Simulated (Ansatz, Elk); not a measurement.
# Li2ZnPbS4: X-ray structure factors from the self-consistent density

Structure refinements treat a crystal as free atoms side by side. For a made-up structure of Li2ZnPbS4 (cell and positions from a PBE relaxation) the runs below show what the calculated density changes in F(hkl).

Method: DFT, PBE, all-electron APW+lo, Dirac cores, scalar-relativistic bands, static density, no spin, in Elk 11.2.3 (patched build).

The structure was built from a prototype and need not be the compound's stable phase.

## Step 1: The structure

The structure is tetragonal, space group I-42m (No. 121). The conventional cell has a = 5.563 Å, b = 5.563 Å, c = 11.548 Å, α = 90.00°, β = 90.00°, γ = 90.00°. Pb has 4 S at 2.54 Å nearest. Nearest to Zn lie 4 S at 2.37 Å. Nearest to S lie 1 Zn at 2.37 Å and 2 Li at 2.43 Å and 1 Pb at 2.54 Å. Li has 4 S at 2.43 Å nearest. Farther neighbours and most contacts between anions are not listed.

## Step 2: Ground state and structure factors

An all-electron density is needed, since X-rays see the cores too. Task 0 finds the density and task 195 Fourier-transforms it; tshift is off so that phases refer to the origin typed.

File elk.in:

```
tasks
  0
  195

xctype
  20

spinpol
  .false.

rgkmax
  7.0

gmaxvr
  14.0

lmaxo
  7

lmaxapw
  8

swidth
  0.002

tshift
  .false.

ramdisk
  .false.

hmaxvr
  5.5

maxscl
  120

epspot
  1e-06

sppath
  './'

avec
  -5.25585364852 5.25585364852 10.91140841797
  5.25585364852 -5.25585364852 10.91140841797
  5.25585364852 5.25585364852 -10.91140841797

atoms
  4
  'Pb.in'
  1
  0.0000000000 -0.0000000000 0.0000000000   0.000000 0.000000 0.000000
  'Zn.in'
  1
  0.5000000000 0.5000000000 0.0000000000   0.000000 0.000000 0.000000
  'S.in'
  4
  0.3913141516 0.8631425808 0.0000000000   0.000000 0.000000 0.000000
  0.6086858484 0.6086858484 0.4718284292   0.000000 0.000000 0.000000
  0.8631425808 0.3913141516 0.0000000000   0.000000 0.000000 0.000000
  0.1368574192 0.1368574192 0.5281715708   0.000000 0.000000 0.000000
  'Li.in'
  2
  0.7500000000 0.2500000000 0.5000000000   0.000000 0.000000 0.000000
  0.2500000000 0.7500000000 0.5000000000   0.000000 0.000000 0.000000

ngridk
  6 6 6
```

On the command line:

```console
OMP_NUM_THREADS=4 elk
```

Numbers of over 12 decimals in the logs are rounded to 6 here.

What it wrote:

```text
┌─────────────────────────┐
│ Elk code version 11.2.3 │
└─────────────────────────┘

All units are atomic (Hartree, Bohr, etc.)

┌─────────────────────────────────────────────────┐
│ Ground-state run starting from atomic densities │
└─────────────────────────────────────────────────┘

Lattice vectors :
  -5.255853649       5.255853649       10.91140842
   5.255853649      -5.255853649       10.91140842
   5.255853649       5.255853649      -10.91140842

Reciprocal lattice vectors :
  0.9568728663E-17  0.5977321409      0.2879181617
  0.5977321409      0.9568728663E-17  0.2879181617
  0.5977321409      0.5977321409      0.6919571613E-17

Unit cell volume      :    1205.666879
Brillouin zone volume :   0.2057369393

Muffin-tin inner radius fraction :   0.1000000000E-01

Nuclei treated as point charges

Species : 1 (Pb)
 parameters loaded from : Pb.in
 name : lead
 nuclear charge    :   -82.00000000
 electronic charge :    82.00000000
 atomic mass :    377702.4943
 muffin-tin radius :    2.664727671
 number of radial points in muffin-tin :   1393
 inner part over the whole radius :   0.9899231045E-02
 number on inner part of muffin-tin    :    999
 approximate nuclear radius :   0.1047603524E-03
 number of mesh points to nuclear radius :    527
 atomic positions (lattice), magnetic fields (Cartesian) :
  1 :   0.00000000  0.00000000  0.00000000    0.00000000  0.00000000  0.00000000

Species : 2 (Zn)
 parameters loaded from : Zn.in
 name : zinc
 nuclear charge    :   -30.00000000
 electronic charge :    30.00000000
 atomic mass :    119233.3130
 muffin-tin radius :    2.362265180
 number of radial points in muffin-tin :    993
 inner part over the whole radius :   0.9889867770E-02
 number on inner part of muffin-tin    :    701
 approximate nuclear radius :   0.7484757725E-04
 number of mesh points to nuclear radius :    338
 atomic positions (lattice), magnetic fields (Cartesian) :
  1 :   0.50000000  0.50000000  0.00000000    0.00000000  0.00000000  0.00000000

Species : 3 (S)
 parameters loaded from : S.in
 name : sulphur
 nuclear charge    :   -16.00000000
 electronic charge :    16.00000000
 atomic mass :    58450.91931
 muffin-tin radius :    2.060795455
 number of radial points in muffin-tin :    793
 inner part over the whole radius :   0.9895434849E-02
 number on inner part of muffin-tin    :    553
 approximate nuclear radius :   0.6195814986E-04
 number of mesh points to nuclear radius :    252
 atomic positions (lattice), magnetic fields (Cartesian) :
  1 :   0.39131415  0.86314258  0.00000000    0.00000000  0.00000000  0.00000000
  2 :   0.60868585  0.60868585  0.47182843    0.00000000  0.00000000  0.00000000
  3 :   0.86314258  0.39131415  0.00000000    0.00000000  0.00000000  0.00000000
  4 :   0.13685742  0.13685742  0.52817157    0.00000000  0.00000000  0.00000000

Species : 4 (Li)
 parameters loaded from : Li.in
 name : lithium
 nuclear charge    :   -3.000000000
 electronic charge :    3.000000000
 atomic mass :    12652.66898
 muffin-tin radius :    1.800000000
 number of radial points in muffin-tin :    593
 inner part over the whole radius :   0.9806707936E-02
 number on inner part of muffin-tin    :    401
 approximate nuclear radius :   0.4000070961E-04
 number of mesh points to nuclear radius :    148
 atomic positions (lattice), magnetic fields (Cartesian) :
  1 :   0.75000000  0.25000000  0.50000000    0.00000000  0.00000000  0.00000000
  2 :   0.25000000  0.75000000  0.50000000    0.00000000  0.00000000  0.00000000

Total number of atoms per unit cell :    8
Total muffin-tin volume :    329.9742745
 ratio of muffin-tin to unit cell volume :   0.2736861071

Spin treatment :
 spin-unpolarised

Number of Bravais lattice symmetries :   16
Number of crystal symmetries         :    8
Crystal has no inversion symmetry
Complex Hermitian eigensolver will be used

k-point grid :      6     6     6
k-point offset :    0.000000000       0.000000000       0.000000000
k-point set is reduced with full crystal symmetry group
[...]
atom 1                    :    2.168257103     (   0.000000000    )
   atom 2                    :    2.168257103     (   0.000000000    )
 total in muffin-tins        :    169.7513085
 total calculated charge     :    181.9963070
 total charge                :    182.0000000
 error                       :   0.3692985495E-02

RMS change in Kohn-Sham potential (target) :    5.440152230     (  0.1000000000E-05)
Absolute change in total energy (target)   :    5.727161153     (  0.1000000000E-03)

[... loops 3 to 16 left out ...]

┌──────────────────┐
│ Loop number : 17 │
└──────────────────┘

Energies :
 Fermi                       :     0.93895691873355E-01
 sum of occupied eigenvalues :     -14888.079180438
 electron kinetic            :      27817.848840478
 core electron kinetic       :      27406.405039169
 Coulomb                     :     -51586.278731222
 Coulomb potential           :     -41964.378384155
 nuclear-nuclear             :     -1571.7148300894
 electron-nuclear            :     -58085.392686434
 Hartree                     :      8070.8287853009
 Madelung                    :     -30604.089539145
 xc potential                :     -741.54963676201
 exchange                    :     -559.24716403551
 correlation                 :     -9.149731
 electron entropic           :    -0.95898914403782E-06
 total energy                :     -24336.826786472

Density of states at Fermi energy :   0.2623793907E-01
 (states/Hartree/unit cell)

Estimated indirect band gap :   0.2810080183E-01
 from k-point 1 to k-point 1
Estimated direct band gap   :   0.2810080183E-01
 at k-point 1

Charges :
 core                        :    120.0000000
 valence                     :    62.00000000
 interstitial                :    12.36392666
 muffin-tins (core leakage)
  species : 1 (Pb)
[...]
species : 2 (Zn)
[...]
species : 3 (S)
[...]
species : 4 (Li)
   atom 1                    :    2.156132633     (   0.000000000    )
   atom 2                    :    2.156132633     (   0.000000000    )
 total in muffin-tins        :    169.6360733
 total calculated charge     :    181.9964194
 total charge                :    182.0000000
 error                       :   0.3580641591E-02

RMS change in Kohn-Sham potential (target) :   0.7716612169E-06 (  0.1000000000E-05)
Absolute change in total energy (target)   :   0.5809361028E-05 (  0.1000000000E-03)

Convergence targets achieved

┌──────────────────┐
│ Loop number : 18 │
└──────────────────┘

Energies :
 Fermi                       :     0.93895705847566E-01
 sum of occupied eigenvalues :     -14888.079181029
 electron kinetic            :      27817.848847943
 core electron kinetic       :      27406.405040441
 Coulomb                     :     -51586.278740372
 Coulomb potential           :     -41964.378382934
 nuclear-nuclear             :     -1571.7148300894
 electron-nuclear            :     -58085.392705656
 Hartree                     :      8070.8287953734
 Madelung                    :     -30604.089548905
 xc potential                :     -741.54964603794
 exchange                    :     -559.24716469587
 correlation                 :     -9.149731
 electron entropic           :    -0.95898975203222E-06
 total energy                :     -24336.826788826

Density of states at Fermi energy :   0.2623795797E-01
 (states/Hartree/unit cell)

Estimated indirect band gap :   0.2810079895E-01
 from k-point 1 to k-point 1
Estimated direct band gap   :   0.2810079895E-01
 at k-point 1

Charges :
 core                        :    120.0000000
 valence                     :    62.00000000
 interstitial                :    12.36392647
 muffin-tins (core leakage)
  species : 1 (Pb)
[...]
species : 2 (Zn)
[...]
species : 3 (S)
[...]
atom 2                    :    14.08994143     (  0.1770408784E-03)
   atom 3                    :    14.08994143     (  0.1770408784E-03)
   atom 4                    :    14.08994143     (  0.1770408784E-03)
  species : 4 (Li)
   atom 1                    :    2.156132617     (   0.000000000    )
   atom 2                    :    2.156132617     (   0.000000000    )
 total in muffin-tins        :    169.6360735
 total calculated charge     :    181.9964194
 total charge                :    182.0000000
 error                       :   0.3580641679E-02

┌──────────────────────────────┐
│ Self-consistent loop stopped │
└──────────────────────────────┘

Warning : the lowest level lies among the core levels :   -2.815304064      -2.675803904

Warning : core states of species 1 leak from the muffin-tin :   0.2253903439E-02

Warning : core states of species 2 leak from the muffin-tin :   0.1019051563E-03

Warning : core states of species 3 leak from the muffin-tin :   0.1770408784E-03

Wrote STATE.OUT
```

Run time: 2.6 min. Hardware: 4 threads of Intel Xeon Platinum 8488C (Sapphire Rapids), shared host; peak memory 0.37 GiB; 8.6 min of CPU time.

SFACRHO.OUT:

```text

h k l indices transformed by vhmat matrix:
   1.000000000       0.000000000       0.000000000    
   0.000000000       1.000000000       0.000000000    
   0.000000000       0.000000000       1.000000000    

      h      k      l  multipl.   |H|            Re(F)            Im(F)           |F|

      0      0      0      1   0.0000000       182.00000     -0.19629868E-15   182.00000    
     -1     -1      1      2  0.57583632       100.17112      0.81162153E-14   100.17112    
      0     -1      0      8  0.66346106       46.019711     -0.91503065E-14   46.019711    
      0      0     -1      4  0.84532090       98.129319     -0.56087385E-14   98.129319    
     -2      0      1      4   1.0228171       103.07570       50.337617       114.71040    
      2      0     -1      4   1.0228171       103.07570      -50.337617       114.71040    
     -2     -1      1      8   1.0504073       50.327202     -0.19869237E-13   50.327202    
      2      2     -2      2   1.1516726       52.495028      0.45026667E-13   52.495028    
     -1      1     -1      4   1.1954643       53.258025     -0.29015217E-14   53.258025    
      0     -2      0      8   1.3269221       91.433058      0.82327098E-14   91.433058    
     -1      2      0      8   1.3672291       47.815911       5.4623549       48.126902    
      0      1     -2      8   1.3672291       47.815911      -5.4623549       48.126902    
      2      2     -3      4   1.4286068       88.268242      -2.3591585       88.299764    
      1      3     -2      4   1.4286068       88.268242       2.3591585       88.299764    
     -3     -2      2      8   1.5587512       46.335123      0.36601226E-14   46.335123    
     -3      0      1      8   1.5913800       41.060573      -4.8718935       41.348591    
     -1     -2      3      8   1.5913800       41.060573       4.8718935       41.348591    
     -3     -1      1      8   1.6599653       130.11209      0.86086824E-13   130.11209
```

Elk indexes on the primitive cell of elk.in and gives |H| = 4π sin θ/λ in inverse bohr. Below, one row stands for each form hkl of the conventional cell (m members, Friedel mates merged), F is for one primitive cell and the density is static (no thermal factor). Free-atom factors are Waasmaier and Kirfel's, and R is Σm||F|−|F'||/Σm|F|.

| hkl | m | sin θ/λ (Å⁻¹) | abs F, DFT | neutral atoms | diff. | abs of complex diff. |
| --- | --- | --- | --- | --- | --- | --- |
| 002 | 2 | 0.087 | 100.171 | 100.652 | -0.481 | 0.481 |
| 101 | 8 | 0.100 | 46.020 | 46.186 | -0.166 | 0.166 |
| 110 | 4 | 0.127 | 98.129 | 98.839 | -0.710 | 0.710 |
| 112 | 8 | 0.154 | 114.711 | 114.312 | +0.399 | 0.898 |
| 103 | 8 | 0.158 | 50.327 | 50.377 | -0.050 | 0.050 |
| 004 | 2 | 0.173 | 52.495 | 53.229 | -0.734 | 0.734 |
| 200 | 4 | 0.180 | 53.258 | 53.835 | -0.577 | 0.577 |
| 202 | 8 | 0.200 | 91.433 | 91.607 | -0.174 | 0.174 |
| 211 | 16 | 0.206 | 48.127 | 47.978 | +0.148 | 0.163 |
| 114 | 8 | 0.215 | 88.300 | 88.357 | -0.057 | 0.062 |
| 105 | 8 | 0.234 | 46.335 | 46.096 | +0.240 | 0.240 |
| 213 | 16 | 0.239 | 41.349 | 41.182 | +0.166 | 0.169 |
| 204 | 8 | 0.250 | 130.112 | 130.368 | -0.256 | 0.256 |
| 220 | 4 | 0.254 | 128.606 | 128.909 | -0.303 | 0.303 |
| 006 | 2 | 0.260 | 86.785 | 86.958 | -0.173 | 0.173 |
| 222 | 8 | 0.269 | 81.527 | 81.710 | -0.183 | 0.280 |
| 301 | 8 | 0.273 | 49.154 | 49.002 | +0.152 | 0.152 |
| 310 | 8 | 0.284 | 80.244 | 80.205 | +0.039 | 0.039 |

## Step 3: The highest occupied states alone

An energy window below the Fermi level keeps the highest occupied states, to see at which angles they scatter; shallow core shells can lie inside it and anion s states outside. No new self-consistency is needed.

elk.in: that of step 2 with these lines changed.

```diff
@@ -1,3 +1,2 @@
 tasks
-  0
   195
@@ -40,2 +39,5 @@
 
+wsfac
+  -0.457340 0.393900
+
 sppath
```

On the command line:

```console
OMP_NUM_THREADS=4 elk
```

What it wrote:

```text
┌─────────────────────────────────┐
│ Elk code version 11.2.3 started │
└─────────────────────────────────┘

Info(readinput): the functional depends on the density's gradient
 muffin-tin radial points multiplied by    2.00000
 (not where nrmtscf is given)

┌────────────────────┐
│ Current task : 195 │
└────────────────────┘
Info(checkmt): changed muffin-tin radius of species 1 (Pb) from   2.8000 to   2.6647
Info(checkmt): changed muffin-tin radius of species 2 (Zn) from   2.4000 to   2.3623
Info(checkmt): changed muffin-tin radius of species 3 (S) from   2.2000 to   2.0608

Info(sfacrho): density structure factors written to SFACRHO.OUT

 Energy window :  -0.4573400000      0.3939000000

┌──────────────────┐
│ Elk code stopped │
└──────────────────┘
```

Elapsed: 20 s, on 4 threads; peak memory 0.27 GiB; 26 s of CPU time.

States within 15 eV below the Fermi level hold 42.00 electrons; any levels below the window count with the cores. Their amplitudes can exceed the total, where window and core parts have opposite phase:

| hkl | sin θ/λ (Å⁻¹) | abs F, window | abs F, all |
| --- | --- | --- | --- |
| 002 | 0.087 | 11.465 | 100.171 |
| 101 | 0.100 | 9.303 | 46.020 |
| 110 | 0.127 | 10.259 | 98.129 |
| 112 | 0.154 | 15.521 | 114.711 |
| 103 | 0.158 | 7.107 | 50.327 |
| 004 | 0.173 | 0.833 | 52.495 |
| 200 | 0.180 | 0.182 | 53.258 |
| 202 | 0.200 | 8.111 | 91.433 |
| 211 | 0.206 | 6.704 | 48.127 |
| 114 | 0.215 | 7.508 | 88.300 |

## Step 4: Another functional

The difference from free atoms is small, so it is set against the change that LDA (Perdew-Wang) makes.

elk.in: that of step 3 with these lines changed.

```diff
@@ -1,2 +1,3 @@
 tasks
+  0
   195
@@ -4,3 +5,3 @@
 xctype
-  20
+  3
 
@@ -39,5 +40,2 @@
 
-wsfac
-  -0.457340 0.393900
-
 sppath
```

On the command line:

```console
OMP_NUM_THREADS=4 elk
```

What it wrote:

```text
┌─────────────────────────┐
│ Elk code version 11.2.3 │
└─────────────────────────┘

All units are atomic (Hartree, Bohr, etc.)

┌─────────────────────────────────────────────────┐
│ Ground-state run starting from atomic densities │
└─────────────────────────────────────────────────┘

Lattice vectors :
  -5.255853649       5.255853649       10.91140842
   5.255853649      -5.255853649       10.91140842
   5.255853649       5.255853649      -10.91140842

Reciprocal lattice vectors :
  0.9568728663E-17  0.5977321409      0.2879181617
[...]
total in muffin-tins        :    169.5885858
 total calculated charge     :    181.9964281
 total charge                :    182.0000000
 error                       :   0.3571905095E-02

┌──────────────────────────────┐
│ Self-consistent loop stopped │
└──────────────────────────────┘

Warning : the lowest level lies among the core levels :   -2.814648205      -2.680582995

Warning : core states of species 1 leak from the muffin-tin :   0.2269246077E-02

Warning : core states of species 2 leak from the muffin-tin :   0.1030150629E-03

Warning : core states of species 3 leak from the muffin-tin :   0.1721637020E-03

Wrote STATE.OUT
[key lines of the parts left out:]
total energy                :     -24317.898680683
```

Elapsed: 2 min, on 4 threads; peak memory 0.32 GiB; 6.8 min of CPU time.

Against the first run R = 0.04 %; the largest change is -0.098 at 224.

## Step 5: A coarser k-mesh

About half the k-points along each axis test the sampling.

elk.in: that of step 4 with these lines changed.

```diff
@@ -5,3 +5,3 @@
 xctype
-  3
+  20
 
@@ -68,2 +68,2 @@
 ngridk
-  6 6 6
+  3 3 3
```

On the command line:

```console
OMP_NUM_THREADS=4 elk
```

What it wrote:

```text
┌─────────────────────────┐
│ Elk code version 11.2.3 │
└─────────────────────────┘

All units are atomic (Hartree, Bohr, etc.)

┌─────────────────────────────────────────────────┐
│ Ground-state run starting from atomic densities │
└─────────────────────────────────────────────────┘

Lattice vectors :
  -5.255853649       5.255853649       10.91140842
   5.255853649      -5.255853649       10.91140842
   5.255853649       5.255853649      -10.91140842

Reciprocal lattice vectors :
  0.9568728663E-17  0.5977321409      0.2879181617
[...]
total in muffin-tins        :    169.6373533
 total calculated charge     :    181.9964155
 total charge                :    182.0000000
 error                       :   0.3584463919E-02

┌──────────────────────────────┐
│ Self-consistent loop stopped │
└──────────────────────────────┘

Warning : the lowest level lies among the core levels :   -2.815211189      -2.675936019

Warning : core states of species 1 leak from the muffin-tin :   0.2253717407E-02

Warning : core states of species 2 leak from the muffin-tin :   0.1019095355E-03

Warning : core states of species 3 leak from the muffin-tin :   0.1770514364E-03

Wrote STATE.OUT
[key lines of the parts left out:]
total energy                :     -24336.826429641
```

Elapsed: 55 s, on 4 threads; peak memory 0.37 GiB; 2.1 min of CPU time.

Against the first run R = 0.00 %; the largest change is -0.002 at 004.

## Step 6: Settings against the effect

| run | R against the first run (%) | R against neutral atoms, low angle (%) | wall time |
| --- | --- | --- | --- |
| PBE, rgkmax 7 | 0.00 | 0.34 | 2.6 min |
| LDA (Perdew-Wang) | 0.04 | 0.34 | 2 min |
| k-mesh 3×3×3 | 0.00 | 0.34 | 55 s |

## Step 7: What came out

```yaml
r_against_neutral_atoms_sin_theta_lambda_0p3_a_minus1: 0.34 %
r_against_neutral_atoms_0p3_to_0p65_a_minus1: 0.09 %
```

In words: Independent neutral atoms miss the calculated amplitudes by R = 0.34 % below 0.3 Å⁻¹ and 0.09 % from there to 0.65 Å⁻¹; by shells, 0.53 % below 0.15 Å⁻¹ (3 forms), 0.32 % 0.15 to 0.3 (19 forms), 0.15 % 0.3 to 0.45 (34 forms), 0.06 % above 0.45 (93 forms). Bonding, aspherical density and the tables' own atoms all enter these figures, and the runs don't part them. The largest change of an amplitude is -0.73 electrons, at 004. R counts amplitudes alone; phases shift too. The window's part falls from 42.0 electrons at the origin to at most 3.27 between 0.45 and 0.65 Å⁻¹, where compact states inside the window still scatter. Below 0.3 Å⁻¹ the changes that finished (LDA (Perdew-Wang) and k-mesh 3×3×3) move F by R = 0.02 % at most, against the 0.34 % that separates it from free atoms. The basis has no finished test. Spin-orbit coupling is left out, which can matter for elements this heavy. Part of the difference isn't bonding: the tables are fits to free atoms and ions calculated by other methods than this functional. Thermal motion, anomalous dispersion and extinction are left out.

[Logs are printed without paths, hosts, clocks, repeated set-up lines and the standing remarks that a program may print on its own settings, such as how far it seeks lower states.]

[Hosts, paths, dates, database ids (printed as entryN), source tags and the programs' standing remarks are cut or masked in the printed files.]
